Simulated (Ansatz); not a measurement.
# From PBE to G0W0: WSe2 (P6_3/mmc), part 2 of 2

How far does one-shot GW move the PBE gap of WSe2 (P6_3/mmc)?

Ansatz 0.2.0; PBE, then G0W0 on it, plane waves, PAW. Known limits of the many-body steps: finite bands, screening cutoff and k mesh; no spin-orbit coupling in G0W0.

So far. Step 2 (The PBE band structure): Over mesh and path the gap is 0.974 eV, from k = Γ to k = (0.167, 0.167, 0.000). The least direct gap found is 1.527 eV, at k = (0.333, 0.333, 0.000).

The database entry behind the starting cell differs from later determinations by our own check (a about 0.2 % long), so it need not match the best structure at ambient conditions.

In doubt: masses and optical values from hybrid runs of this build are listed as unsure (in some of the runs), which bears on the screening that GW takes from such a start.

## 3. The quasiparticle correction

G0W0 replaces the xc potential by a self-energy built once from the orbitals of the start. Levels are corrected in the window of bands that the input names, at points of the mesh.

This step: G0W0 on PBE, plane waves, PAW.

Input file input.yaml:

```yaml
crystal:
  lattice:
    - [3.29, 0.0, 0.0]
    - [-1.645, 2.8492235785, 0.0]
    - [0.0, 0.0, 12.97]
  atoms:
    - { symbol: W, position: [0.3333333333, 0.6666666667, 0.25] }
    - { symbol: W, position: [0.6666666667, 0.3333333333, 0.75] }
    - { symbol: Se, position: [0.3333333333, 0.6666666667, 0.621] }
    - { symbol: Se, position: [0.6666666667, 0.3333333333, 0.121] }
    - { symbol: Se, position: [0.3333333333, 0.6666666667, 0.879] }
    - { symbol: Se, position: [0.6666666667, 0.3333333333, 0.379] }
kpoints:
  mp_grid: { grid: [6, 6, 2] }
hamiltonian:
  xc: pbe
scf:
  occupations: { method: fixed }
gw:
  n_empty_bands: 780
  ecut_chi: 200.0
  qp_bands: [v2, c2]
  qp_kpoints: band_edges
  screening: { model: contour_deformation }
```

Command:

```
$ ansatz run input.yaml --threads 3 --pin off --max-ram 92160MiB --backend cuda --events-out ev --progress --plain --runs-dir out --devices 1 --max-vram 13GiB  # rebuilt from the run's record
```

Numbers of over 12 decimals in the logs are rounded to 6 here.

What it wrote:

```text
GPUs: using 1 of 1 available (devices: 1).
[...]
GPU FFT provider: cuFFT
GPU libraries: cuBLAS 13.8.2, cuFFT 12.4.0, cuSOLVER 12.3.4
Crystal: 6 atoms, lattice volume = 121.580 Å³
Basis set: ecut = 420 eV, 2419 PW (Γ)
Bands: 56, of which v1, the nominal top of the filled ones, is band 46 counted from 1 (45 counted from 0)
Symmetry: 24 space group operations
[...]
k-points: 14 of 72
[...]
GPU buffer pool allocated for 51840 grid points (all kernels)
[...]
SCF iter   1: F=—  HF=-42649.193134 eV  |F-HF|=—  |Δ(HF+E_count)|=         —  Δρ=4.34e-3  dr2=5.50e-3  ethr=1.77e-3  ⟨swp⟩=4.9  Hψ=2498  notcnv=0  defer=92
[...]
SCF iter   6: F=-42649.206099 eV  HF=-42649.206099 eV  |F-HF|=3.65e-8  |Δ(HF+E_count)|=   2.01e-6  Δρ=5.87e-6  dr2=6.00e-8  ethr=1.09e-10  ⟨swp⟩=9.3  Hψ=2914  notcnv=0
SCF 1 converged in 6 iterations: F = -42649.206099 eV  dr2 = 6.00e-8
[...]
NSCF: frozen V_eff on 14 k-points
the band table was solved once the SCF had ended and its energy, with any forces and stress, was formed, with the checks that follow a solve (3148 applications of the Hamiltonian). They found nothing against the state; the energy, forces and stress were not computed again (output.eigenvalues in the input reference)
[...]
G₀W₀ screening: q 1/14
[... further progress lines ...]
SCF converged after 6 iterations
Free energy (F): -42649.206099 eV
[...]
Internal energy: -42649.206099 eV  (E = F + TS)
E sigma→0 (E₀):  -42649.206099 eV
Fermi energy:    12.956967 eV
[...]
--- Band table (eV; the first three rows and the last of 14) ---
  k-point 0: bands = [... 42 lower, 11.4570, 11.8525, 11.8899, 12.9570, 15.5966, 15.5966, 15.6471, 15.6471, ... 6 higher]
  k-point 1: bands = [... 42 lower, 11.4294, 11.4294, 12.7404, 12.7404, 15.6022, 15.6022, 15.6022, 15.6022, ... 6 higher]
  k-point 2: bands = [... 42 lower, 11.1115, 11.8714, 11.9044, 12.2882, 14.6109, 15.1432, 15.2162, 15.2868, ... 6 higher]
  k-point 13: bands = [... 42 lower, 10.2227, 10.2227, 12.6187, 12.6187, 14.2841, 14.2841, 15.3888, 15.3888, ... 6 higher]
--- G₀W₀: contour deformation, 8 samples at zero and on the imaginary axis and 1 off it, 72 q-points, 780 empty bands' worth ---
  eigenvalues of the whole cell's RPA ε∞ on this k-mesh (on a slab, of 1 + 4πα/V) = 7.1169, 15.2489, 15.2489; static W/v taken at q = 0 is 0.069060
  bands read: the sum over 826 bands ends inside a degenerate multiplet in 1 slot, whose members it reads at an even weight; the widest, k=12: bands 826 to 827 (counted from 1) at 1/2 each
  gw.qp_kpoints: band_edges: 10 of 14 stored k-points solved, in 1 pass; an edge of the gap read off the rows below is read off those points alone
    valence top: of the k-points left out ik 7 came nearest to being solved in a further pass, in band 45 (counted from 1, as in the quasiparticle table): it holds the edge there only if its correction is more favourable than any solved in that band by at least 1.251 eV; those differ by 0.310 eV
    conduction bottom: of the k-points left out ik 4 came nearest to being solved in a further pass, in band 47 (counted from 1, as in the quasiparticle table): it holds the edge there only if its correction is more favourable than any solved in that band by at least 0.576 eV; those differ by 0.090 eV
    ik  band        ε_KS         Σx   Σc(E_QP)       V_xc       Z   E_QP_lin       E_QP  E_QP is
     0    45     11.8899   -18.1406     1.5216   -15.9334  0.7683    11.1956    11.2044  root
     0    46     12.9570   -19.3876     0.2625   -18.7647  0.7513    12.5952    12.5966  root
     0    47     15.5966   -13.8666    -4.2986   -18.2073  0.7555    15.6388    15.6387  root
     0    48     15.5966   -13.8666    -4.2986   -18.2073  0.7555    15.6388    15.6387  root
     1    45     12.7404   -19.0852     0.5066   -18.1680  0.7534    12.3278    12.3299  root
     1    46     12.7404   -19.0852     0.5066   -18.1680  0.7534    12.3278    12.3299  root
     1    47     15.6022   -13.8250    -4.2852   -18.1422  0.7544    15.6343    15.6342  root
     1    48     15.6022   -13.8250    -4.2852   -18.1422  0.7544    15.6343    15.6342  root
     2    45     11.9044   -18.2161     1.5036   -16.0438  0.7678    11.2277    11.2357  root
     2    46     12.2882   -19.0903     0.6488   -18.0623  0.7482    11.9069    11.9091  root
     2    47     14.6109   -13.3548    -4.0537   -17.3791  0.7582    14.5816    14.5816  root
     2    48     15.1432   -14.0259    -4.3937   -18.5019  0.7619    15.2256    15.2255  root
     3    45     12.2424   -19.0432     0.7584   -17.8777  0.7495    11.8327    11.8354  root
     3    46     12.2424   -19.0432     0.7584   -17.8777  0.7495    11.8327    11.8354  root
     3    47     14.8912   -13.7546    -4.1680   -17.9189  0.7551    14.8875    14.8875  root
     3    48     14.8912   -13.7546    -4.1680   -17.9189  0.7551    14.8875    14.8875  root
     8    45     11.8160   -19.3446     0.9829   -17.9753  0.7402    11.4266    11.4296  root
     8    46     11.8563   -19.4181     0.9743   -18.0391  0.7431    11.4485    11.4516  root
     8    47     13.9327   -13.0693    -3.7648   -16.7931  0.7632    13.8917    13.8917  root
     8    48     14.8184   -14.1614    -4.2467   -18.4269  0.7473    14.8372    14.8372  root
     9    45     11.8420   -19.3953     0.9752   -18.0233  0.7419    11.4423    11.4453  root
     9    46     11.8420   -19.3953     0.9752   -18.0233  0.7419    11.4423    11.4453  root
     9    47     14.3247   -13.6404    -3.9636   -17.5972  0.7592    14.3180    14.3180  root
     9    48     14.3247   -13.6404    -3.9636   -17.5972  0.7592    14.3180    14.3180  root
    10    45     12.0121   -18.1611     0.8095   -16.9182  0.7503    11.5752    11.5787  root
    10    46     12.2047   -18.7153     0.7132   -17.5866  0.7501    11.7864    11.7891  root
    10    47     14.5290   -14.3173    -4.1260   -18.4461  0.7488    14.5319    14.5319  root
    10    48     15.1223   -15.8260    -4.4987   -20.3569  0.7297    15.1545    15.1545  root
    11    45     12.1171   -18.4808     0.7618   -17.2953  0.7501    11.6904    11.6934  root
    11    46     12.1171   -18.4808     0.7618   -17.2953  0.7501    11.6904    11.6934  root
    11    47     14.7878   -14.6259    -4.2382   -18.8732  0.7451    14.7969    14.7969  root
    11    48     14.7878   -14.6259    -4.2382   -18.8732  0.7451    14.7969    14.7969  root
    12    45     12.5131   -18.1546     0.3504   -17.4202  0.7509    12.1272    12.1291  root
    12    46     12.7588   -18.7791     0.2047   -18.2077  0.7509    12.3905    12.3920  root
    12    47     14.2840   -15.5743    -4.0708   -19.6941  0.7435    14.3331    14.3331  root
    12    48     14.2840   -15.5743    -4.0708   -19.6941  0.7435    14.3331    14.3331  root
    13    45     12.6187   -18.3733     0.2750   -17.7227  0.7512    12.2414    12.2431  root
    13    46     12.6187   -18.3733     0.2750   -17.7227  0.7512    12.2414    12.2431  root
    13    47     14.2841   -15.5713    -4.0707   -19.6909  0.7435    14.3332    14.3331  root
    13    48     14.2841   -15.5713    -4.0707   -19.6909  0.7435    14.3332    14.3331  root
```

It took 60 s on 1 × NVIDIA H100 80GB HBM3 (shared by 6 runs) with 3 threads of AMD EPYC 7R13 (Zen 3), shared host; peak memory 3.1 GiB.

This step gave:

```yaml
bands_summed: 826
rpa_eps_infinity_on_this_mesh_eigenvalues: 7.117, 15.25, 15.25
plane_waves_in_the_screening_matrix: 773
q_points_in_the_mesh: 72
g0w0_gap_over_the_corrected_points: 1.295 eV
k_of_the_valence_top: 0, 0, 0
k_of_the_conduction_bottom: 0.1667, 0.1667, 0
starting_gap_on_the_mesh: 0.9758 eV
z_at_the_valence_top: 0.7513
z_at_the_conduction_bottom: 0.7632
least_direct_g0w0_gap_over_the_corrected_points: 1.941 eV
```

Over 10 of 14 irreducible mesh points the G0W0 gap is 1.295 eV, from k = Γ to k = (0.167, 0.167, 0.000). The PBE gap of this run on the mesh is 0.976 eV. The two states that bound the G0W0 gap lie that far apart at the start, so the correction of the gap is 1.295 − 0.976 = +0.319 eV. The start of this run differs from the step before in mesh (12×12×2 and 6×6×2).

Labels follow the order of the start: v1 is the top filled band, c1 the lowest empty one; levels that stay degenerate share a row, the window can cut a multiplet, doubted levels are not marked in this list, bands outside the window were not corrected, and the list may be a part of the corrected levels. The levels before and after the correction (eV, zero at the valence-band top of each column):

|  | conduction bottom | valence top |
| --- | --- | --- |
| Kohn-Sham | 0.98 | 0.00 |
| G0W0 | 1.30 | 0.00 |

|  | level | occupation | energy (eV) |
| --- | --- | --- | --- |
| Kohn-Sham | Γ v2 | 2 | -1.067 |
| Kohn-Sham | Γ v1 | 2 | 0.000 |
| Kohn-Sham | Γ c1-c2 | 0 | 2.640 |
| Kohn-Sham | (0.167 0.167 0) v2 | 2 | -1.141 |
| Kohn-Sham | (0.167 0.167 0) v1 | 2 | -1.101 |
| Kohn-Sham | (0.167 0.167 0) c1 | 0 | 0.976 |
| Kohn-Sham | (0.167 0.167 0) c2 | 0 | 1.861 |
| G0W0 | Γ v2 | 2 | -1.392 |
| G0W0 | Γ v1 | 2 | 0.000 |
| G0W0 | Γ c1-c2 | 0 | 3.042 |
| G0W0 | (0.167 0.167 0) v2 | 2 | -1.167 |
| G0W0 | (0.167 0.167 0) v1 | 2 | -1.145 |
| G0W0 | (0.167 0.167 0) c1 | 0 | 1.295 |
| G0W0 | (0.167 0.167 0) c2 | 0 | 2.241 |

The parts of the quasiparticle energy for the two states that bound the G0W0 gap, in eV on the run's own scale (QP = start + Σx + Σc − Vxc, with Σc at the quasiparticle energy):

| edge | k | band | start | Σx | Σc | Vxc | Z | QP |
| --- | --- | --- | --- | --- | --- | --- | --- | --- |
| valence top | Γ | 46 | 12.957 | −19.388 | 0.263 | −18.765 | 0.751 | 12.597 |
| conduction bottom | (0.167, 0.167, 0.000) | 47 | 13.933 | −13.069 | −3.765 | −16.793 | 0.763 | 13.892 |

## 4. Spin-orbit coupling

This run has two-component orbitals with spin-orbit coupling.

This step: DFT, PBE with spin-orbit coupling, plane waves, PAW.

input.yaml, the sections that differ from step 3:

```yaml
kpoints:
  mp_grid: { grid: [12, 12, 2] }
  band_path:
    path:
      - [0.0, 0.0, 0.0]
      - [0.5, 0.0, 0.0]
      - [0.33333333, 0.33333333, 0.0]
      - [0.0, 0.0, 0.5]
      - [0.5, 0.0, 0.5]
      - [0.33333333, 0.33333333, 0.5]
      - [0.1666666667, 0.1666666667, 0.0]
    npoints: 1
scf:
  occupations: { method: fermi_dirac, width: 0.02 }
  n_extra_bands: 12
magnetization:
  noncollinear: true
  spin_orbit: true
output:
  eigenvalues: true
  forces: true
  stress: true
# crystal, hamiltonian: as in step 3
# gw: removed
```

What it wrote:

```text
[...]
GPUs: using 1 of 1 available (devices: 1).
[...]
non-collinear run that drives no moment, with spin-orbit: no starting moment large enough to seed its density (crystal.atoms[].spin), no starting occupations that ask for one, no magnetisation constraint and no magnetic field, so the semilocal B_xc is pinned to zero
[...]
GPU FFT provider: cuFFT
GPU libraries: cuBLAS 13.8.2, cuFFT 12.4.0, cuSOLVER 12.3.4
Crystal: 6 atoms, lattice volume = 121.580 Å³
Basis set: ecut = 420 eV, 2419 PW (Γ), exchange–correlation on 48×48×180 points (8 copies of the dense FFT grid, shifted against one another)
Bands: 104, of which v1, the nominal top of the filled ones, is band 92 counted from 1 (91 counted from 0)
Symmetry: 24 space group operations + 24 with time reversal
[...]
k-points: 38 of 288
Projection manifold: j_resolved (fully-relativistic pseudo-atomic orbitals)
[...]
GPU buffer pool allocated for 51840 grid points (all kernels)
[...]
SCF iter   1: F=—  HF=-42700.051722 eV  |F-HF|=—  |Δ(HF+E_count)|=         —  Δρ=3.57e-2  dr2=5.60e0  dr2_m=0.00e0 (ungated)  ethr=3.10e-3  |M|=0.00e0 ∫|m|=0.00e0 μB  |m|>n=0.0e0 m-floor=0.0e0 τ_xc=0.0e0  β_m=0.30  ⟨swp⟩=5.8  Hψ=9098  notcnv=0
[...]
spin=Noncollinear: Resta preconditioning applied to the charge; magnetization (m_x, m_y, m_z) channels mix plain (no charge-response kernel on spin).
[...]
Absolute magnetization: 0.0000 μB (∫|m|)
  site 0: m = (+0.0000, +0.0000, +0.0000) μB, |m| = 0.0000 μB  (R = 1.04 Å)
  site 1: m = (+0.0000, +0.0000, +0.0000) μB, |m| = 0.0000 μB  (R = 1.04 Å)
  site 2: m = (+0.0000, +0.0000, +0.0000) μB, |m| = 0.0000 μB  (R = 1.04 Å)
  site 3: m = (+0.0000, +0.0000, +0.0000) μB, |m| = 0.0000 μB  (R = 1.04 Å)
  site 4: m = (+0.0000, +0.0000, +0.0000) μB, |m| = 0.0000 μB  (R = 1.04 Å)
  site 5: m = (+0.0000, +0.0000, +0.0000) μB, |m| = 0.0000 μB  (R = 1.04 Å)
Free energy (F): -42699.066695 eV
[...]
Internal energy: -42699.066695 eV  (E = F + TS)
E sigma→0 (E₀):  -42699.066695 eV
Fermi energy:    13.457942 eV
[...]
--- Forces (eV/Å), atoms counted from 1 ---
  atom   1  W      0.00000000    -0.00000000     0.00000000
  atom   2  W      0.00000000     0.00000000     0.00000000
  atom   3  Se     0.00000000    -0.00000000    -0.17691151
  atom   4  Se    -0.00000000     0.00000000    -0.17691151
  atom   5  Se    -0.00000000    -0.00000000     0.17691151
  atom   6  Se     0.00000000     0.00000000     0.17691151
  max |Σ_I F_I| component: 5.78e-18 eV/Å
--- Stress (GPa, compression-positive) ---
        3.365823       0.000000       0.000000
       -0.000000       3.365823       0.000000
        0.000000       0.000000       4.412614
  P = ⅓ Tr σ = 3.7148 GPa (37.148 kbar)
--- Band table (eV; the first three rows and the last of 38) ---
  k-point 0: bands = [... 88 lower, 11.9672, 11.9672, 13.0235, 13.0235, 15.4283, 15.4283, 15.4820, 15.4820, ... 8 higher]
  k-point 1: bands = [... 88 lower, 12.7978, 12.7978, 12.7978, 12.7978, 15.4462, 15.4462, 15.4462, 15.4462, ... 8 higher]
  k-point 2: bands = [... 88 lower, 12.1066, 12.1066, 12.8431, 12.8431, 15.3003, 15.3003, 15.3779, 15.3779, ... 8 higher]
  k-point 37: bands = [... 88 lower, 12.4064, 12.4064, 12.8564, 12.8564, 14.2406, 14.2406, 14.2808, 14.2808, ... 8 higher]
[key lines of the parts left out:]
SCF converged after 9 iterations
Magnetization: |M| = 0.0000 μB,  M = (+0.0000, +0.0000, +0.0000) μB
```

Wall time 8.2 s (1 × NVIDIA H100 80GB HBM3 (shared by 6 runs) with 3 threads); peak memory 1.1 GiB; 13 s of CPU time.

Numbers from this step:

- pressure: 3.715 GPa
- gap: 0.9048 eV
- valence top at: Γ
- conduction bottom at: k = (0.167, 0.167, 0.000)
- least direct gap: 1.313 eV

Over mesh and listed points the gap is 0.905 eV, from k = Γ to k = (0.167, 0.167, 0.000). The least direct gap found is 1.313 eV, at k = (0.333, 0.333, 0.000). PBE+SOC against PBE: 0.905 − 0.974 = −0.069 eV, with the same mesh, set of files (read in its fully relativistic form for the spin-orbit run) and cutoff, and both edges at the same k points. The spin-orbit run sees mesh and listed points alone, so its gap is an upper bound: the coupling can move an edge off these points, and the change over the zone, its sign included where it is small, is not known.

## 5. Side by side

Each gap is the least one over the points named; times are wall times on shared hosts, not benchmarks. A G0W0 time includes the run's own self-consistent start. Runs with listed points see these and the mesh alone, so an edge that moves elsewhere is missed. Rows marked * are further runs, not shown as steps, whose inputs differ from the G0W0 step on the same start in the columns given; solver thresholds can differ too.

| level | mesh | files, cutoff | bands summed, screening | points | gap (eV) | valence top | conduction bottom | least direct gap (eV) | time |
| --- | --- | --- | --- | --- | --- | --- | --- | --- | --- |
| PBE | 12×12×2 | soft_2 PAW, 420 eV | - | mesh and path | 0.974 | Γ | (0.167, 0.167, 0.000) | 1.527 | 9.3 s |
| PBE+SOC | 12×12×2 | soft_2 PAW, 420 eV | - | mesh and listed points | 0.905 | Γ | (0.167, 0.167, 0.000) | 1.313 | 8.2 s |
| G0W0@PBE* | 6×6×2 | soft_2 PAW, 420 eV | 174, 60 eV | 10 of 14 irreducible mesh points | 1.186 | Γ | (0.167, 0.167, 0.000) | 1.949 | 16 s |
| G0W0@PBE* | 6×6×2 | soft_2 PAW, 420 eV | 408, 120 eV | 10 of 14 irreducible mesh points | 1.261 | Γ | (0.167, 0.167, 0.000) | 1.948 | 39 s |
| G0W0@PBE | 6×6×2 | soft_2 PAW, 420 eV | 826, 200 eV | 10 of 14 irreducible mesh points | 1.295 | Γ | (0.167, 0.167, 0.000) | 1.941 | 60 s |
| G0W0@PBE* | 6×6×2 | soft_2 PAW, 420 eV | 408, 120 eV, plasmon pole | 10 of 14 irreducible mesh points | 1.277 | Γ | (0.167, 0.167, 0.000) | 2.019 | 34 s |

## 6. Summary of results

| Item | Value |
| --- | --- |
| PBE gap over mesh and path | 0.974 eV, from k = Γ to k = (0.167, 0.167, 0.000) |
| G0W0@PBE gap over 10 of 14 irreducible mesh points | 1.295 eV, from k = Γ to k = (0.167, 0.167, 0.000) |
| PBE+SOC gap over mesh and listed points | 0.905 eV |
| estimated limit in bands and cutoff, on this mesh | 1.328 eV |
| GW settings | 6×6×2 mesh, 780 empty bands, screening to 200 eV |
| known limits | finite bands, screening cutoff and k mesh; no spin-orbit coupling in G0W0 |

What this shows: Over 10 of 14 irreducible mesh points the G0W0 gap is 1.295 eV, from k = Γ to k = (0.167, 0.167, 0.000). The PBE gap of this run on the mesh is 0.976 eV. The two states that bound the G0W0 gap lie that far apart at the start, so the correction of the gap is 1.295 − 0.976 = +0.319 eV. The valence state moves by 12.597 − 12.957 = −0.360 eV and the conduction state by 13.892 − 13.933 = −0.041 eV, on the run's own scale; with 174 bands the edge states move by +0.249 and +0.459 eV, so the split between the edges depends on the bands and cutoff. Both edges that PBE shows over mesh and path lie at k points where levels were corrected. Levels at other points were not corrected, so a lower G0W0 gap elsewhere in the zone is not ruled out. From 174 bands and 60 eV to 826 bands and 200 eV the gap moves by 1.295 − 1.186 = +0.109 eV (rung by rung 1.186, 1.261, 1.295 eV); bands and screening cutoff rise together, so their parts are not told apart. A line in one over the bands through the two highest rungs gives 1.295 + (1.295 − 1.261) × 408 / (826 − 408) = 1.328 eV, and through the pair below 1.261 + (1.261 − 1.186) × 174 / (408 − 174) = 1.317 eV. The two agree within 0.03 eV and the same two states bound the gap in each rung, so 1.328 eV is taken as an estimate of the limit on this mesh. With the plasmon pole model in place of the contour deformation model and all else as in the G0W0@PBE row with 408 bands, the gap differs by 1.277 − 1.261 = +0.016 eV. G0W0 on other starts in this series, not shown as steps and not all at these settings: 1.445 eV on HSE06 (6×6×2, soft_2 PAW, 408 bands, 120 eV) and 1.244 eV on PBEsol (6×6×2, soft_2 PAW, 408 bands, 120 eV). PBE+SOC against PBE: 0.905 − 0.974 = −0.069 eV, with the same mesh, set of files (read in its fully relativistic form for the spin-orbit run) and cutoff, and both edges at the same k points. The spin-orbit run sees mesh and listed points alone, so its gap is an upper bound: the coupling can move an edge off these points, and the change over the zone, its sign included where it is small, is not known. What spin-orbit coupling does to the G0W0 levels was not computed, so no sum with the G0W0 gap is formed. The G0W0 runs are scalar-relativistic. No pair of G0W0 runs that differ in the mesh alone is shown (6×6×2 is a supercell whose nearest images lie 20 Å apart), so the error from the mesh is not known here. G0W0@PBE runs of this series with other atomic data on the same mesh, not shown as steps, give 1.261 eV (hard PAW, 760 eV, 422 bands, screening to 120 eV; the table's row with the same empty bands and screening cutoff has 1.261 eV); where bands and cutoffs differ too, the part of the files is not isolated.

[Paths, hosts, dates, memory and timing lines, banners, echoed tables and standing remarks are left out of the program output.]

[Logs are printed without paths, hosts, clocks, repeated set-up lines and the standing remarks that a program may print on its own settings, such as how far it seeks lower states.]

[Runs of the session that timed out or met a known fault of the program may be left out.]

[Cells called generated may have been cut or substituted from an entry of the Crystallography Open Database or the Materials Project.]

[Hosts, paths, dates, database ids (printed as entryN), source tags and the programs' standing remarks are cut or masked in the printed files.]

[Where an RPA ε∞ is given, it is that of the G0W0 mesh and is not shown converged in it. Names of k-points follow the symmetry that the program found, which can be lower than the space group named. Band edges on a path are those of the sampled points; other points can move an edge, and change direct to indirect where valleys lie close.]

[Hybrid gaps are those of their k-mesh and are not shown converged in it.]
